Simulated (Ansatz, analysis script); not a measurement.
## CrB2: turning one moment

How well does a Heisenberg term describe CrB2? One moment is turned under a constraint.

Main program and level: Ansatz 0.2.0; LDA with U = 2 eV on Cr d (ortho-atomic projectors), PAW set soft_1 (files made for PBE).

Most raw output is cut from this account.

### 1. The starting structure

It takes space group P6/mmm (No. 191, hexagonal). The conventional cell has a = 2.970 Å, b = 2.970 Å, c = 3.070 Å, α = 90.00°, β = 90.00°, γ = 120.00°. Cr has 12 B at 2.30 Å nearest. Nearest to B lie 3 B at 1.71 Å and 6 Cr at 2.30 Å. Farther neighbours are not listed.

The cell of this run holds 6 atoms, 2 of them with a starting moment; values «a cell» refer to the cell of the run in question.

### 2. The collinear state

First a free collinear run, to see which state the typed moments lead to.

Contents of input.yaml:

```yaml
crystal:
  lattice:
    - [2.97, 0.0, 0.0]
    - [-1.485, 2.5720954492, 0.0]
    - [0.0, 0.0, 6.14]
  atoms:
    - { symbol: Cr, position: [0.0, 0.0, 0.0], spin: 2.5 }
    - { symbol: Cr, position: [0.0, 0.0, 0.5], spin: -2.5 }
    - { symbol: B, position: [0.3333333333, 0.6666666667, 0.25] }
    - { symbol: B, position: [0.3333333333, 0.6666666667, 0.75] }
    - { symbol: B, position: [0.6666666667, 0.3333333333, 0.25] }
    - { symbol: B, position: [0.6666666667, 0.3333333333, 0.75] }
magnetization:
  spin_polarized: true
kpoints:
  mp_grid: { grid: [10, 10, 5] }
hamiltonian:
  xc: lda
  hubbard:
    projectors: ortho-atomic
    sites: [{ species: Cr, l: d, u_eff: 2.0 }]
  pseudopotentials: { kind: paw, azcp: { folder: soft_1 }, xc_functional: pbe }
scf:
  occupations: { method: cold, width: 0.05 }
  max_iter: 120
  convergence: { dr2_threshold: 1.0e-08 }
```

Run with:

```console
$ ansatz run input.yaml --threads 4 --pin off --max-ram 11264MiB --backend cpu --events-out ev --progress --plain --runs-dir out
```

Elapsed: 5.7 s, on 4 threads of Arm Neoverse V1, shared host; peak memory 0.43 GiB; 19 s of CPU time.

Spin moment in the atom's sphere by atom:

| atom | spin moment in the atom's sphere (μB) |
| --- | --- |
| Cr1 | 2.19 |
| Cr2 | -2.19 |
| B3 | 0.00 |
| B4 | 0.00 |
| B5 | 0.00 |
| B6 | 0.00 |

Tables count atoms from 1; parts of the log count from 0.

The run ends antiferromagnetic, with a net moment of 0 μB a cell. Only this order was typed.

### 3. Mesh refined

Levels at the Fermi energy are partly filled, so moments and energy differences can hang on the k-mesh, and the state is solved again on a denser one.

input.yaml, the sections that differ from step 2:

```yaml
crystal:
  lattice:
    - [2.97, 0.0, 0.0]
    - [-1.485, 2.5720954492, 0.0]
    - [0.0, 0.0, 6.14]
  atoms:
    - { symbol: Cr, position: [0.0, 0.0, 0.0], spin: 2.19 }
    - { symbol: Cr, position: [0.0, 0.0, 0.5], spin: -2.19 }
    - { symbol: B, position: [0.3333333333, 0.6666666667, 0.25] }
    - { symbol: B, position: [0.3333333333, 0.6666666667, 0.75] }
    - { symbol: B, position: [0.6666666667, 0.3333333333, 0.25] }
    - { symbol: B, position: [0.6666666667, 0.3333333333, 0.75] }
kpoints:
  mp_grid: { grid: [15, 15, 7] }
basis:
  ecutwfc: 420.0
checkpoint:
  read: start
  write: ck
  compress: false
  write_wavefunctions: false
  write_every: 100000
# magnetization, hamiltonian, scf: as in step 2
```

Elapsed: 5.3 s, on 4 threads; peak memory 0.56 GiB.

Spin moment in the atom's sphere by atom:

| atom | spin moment in the atom's sphere (μB) |
| --- | --- |
| Cr1 | 2.21 |
| Cr2 | -2.21 |
| B3 | 0.00 |
| B4 | 0.00 |
| B5 | 0.00 |
| B6 | 0.00 |

The run ends antiferromagnetic, with a net moment of 0 μB a cell, against 0 μB on the first mesh.

### 4. Turned states in one run

A canted state is in general not stationary, so a lock holds the direction of each moment by a field that the run finds for itself, with a floor under its size so that it cannot collapse. One batch solves all states on one mesh, so that their energies can be subtracted.

The input counts atoms from 0. Atom 1 (Cr) is the turned one, and with it all its lattice images.

input.yaml, the sections that differ from step 3:

```yaml
crystal:
  lattice:
    - [2.97, 0.0, 0.0]
    - [-1.485, 2.5720954492, 0.0]
    - [0.0, 0.0, 6.14]
  atoms:
    - { symbol: Cr, position: [0.0, 0.0, 0.0], spin: 2.21, spin_axis: [0.0, 0.0, 1.0] }
    - { symbol: Cr, position: [0.0, 0.0, 0.5], spin: 2.21, spin_axis: [0.0, 0.0, -1.0] }
    - { symbol: B, position: [0.3333333333, 0.6666666667, 0.25] }
    - { symbol: B, position: [0.3333333333, 0.6666666667, 0.75] }
    - { symbol: B, position: [0.6666666667, 0.3333333333, 0.25] }
    - { symbol: B, position: [0.6666666667, 0.3333333333, 0.75] }
magnetization:
  noncollinear: true
magnetic_configurations:
  lock: { kind: ray, floor_fraction: 0.25 }
  seed: rotate
  angular_fan:
    site: 1
    rotation_axis: [0, 1, 0]
    angles_deg: [0, 10, 20, 45, 90, 180]
checkpoint:
  read: start
# kpoints, hamiltonian, scf, basis: as in step 3
```

It took 18 min on 4 threads; peak memory 3.3 GiB; 71 min of CPU time.

The batch gives an energy and a set of moments for each member that converges.

A side run below starts from the input of a single locked state, not from the batch.

### 5. Another try

A test of how the program answers to a changed input.

input.yaml, the sections that differ from step 4:

```yaml
crystal:
  lattice:
    - [2.97, 0.0, 0.0]
    - [-1.485, 2.5720954492, 0.0]
    - [0.0, 0.0, 6.14]
  atoms:
    - { symbol: Cr, position: [0.0, 0.0, 0.0], spin: 2.21, spin_axis: [0.0, 0.0, 1.0] }
    - { symbol: Cr, position: [0.0, 0.0, 0.5], spin: 2.21, spin_axis: [-0.500011, 0.0, -0.866019] }
    - { symbol: B, position: [0.3333333333, 0.6666666667, 0.25] }
    - { symbol: B, position: [0.3333333333, 0.6666666667, 0.75] }
    - { symbol: B, position: [0.6666666667, 0.3333333333, 0.25] }
    - { symbol: B, position: [0.6666666667, 0.3333333333, 0.75] }
scf:
  occupations: { method: cold, width: 0.05 }
  max_iter: 80
  convergence: { dr2_threshold: 1.0e-08 }
magnetization:
  noncollinear: true
  spin_locking: { lock_directions: true }
  spin_polarized: true
# kpoints, hamiltonian, basis: as in step 4
# magnetic_configurations: removed
# checkpoint: removed
```

Run time: 0.03 s. Hardware: 4 threads; peak memory 0.032 GiB.

The input was rejected at the start.

The program's message: “Error: inconsistent input (magnetization.noncollinear, magnetization.spin_polarized): are mutually exclusive — non-collinear runs carry the full vector magnetisation; drop spin_polarized”

The change that led to it: magnetization.

### 6. Side runs that gave no result

| changed | outcome |
| --- | --- |
| kpoints.mp_grid.grid | cut off at the time limit |

### 7. Reading the batch

All numbers here come from the batch. Energies are free energies plus the run's first-order correction to the targets, less the reference.

| angle (°) | energy (meV a cell) | turned moment (μB) |
| --- | --- | --- |
| 0 | 0.00 | 2.208 |
| 10 | 1.03 | 2.204 |
| 20 | 3.01 | 2.199 |
| 45 | 16.37 | 2.180 |
| 90 | 49.61 | 2.152 |
| 180 | -6.34 | 2.037 |

### 8. Results

```
energy at 180° : -6.34 meV a cell
turned moment  : 2.21 μB at 0°, 2.04 μB at 180°
```

In words: Turning by 180° lowers the energy by 6.34 meV, so the antiferromagnetic reference is not the lowest state. The turned moment keeps its size within 7.7 %. A bilinear and a biquadratic term do not describe the curve, so no constants are given. Spin–orbit coupling is switched off, and couplings of the turned atom to its own lattice images don't enter, since these turn with it. The state has partly filled levels, and there a U can create or enlarge moments.

[Logs and program files are shortened in this print: banners, set-up blocks, solver, clock and traceback lines can be left out without a mark of their own.]

[Logs are printed without paths, hosts, clocks, repeated set-up lines and the standing remarks that a program may print on its own settings, such as how far it seeks lower states.]

[Hosts, paths, dates, database ids (printed as entryN), source tags and the programs' standing remarks are cut or masked in the printed files.]
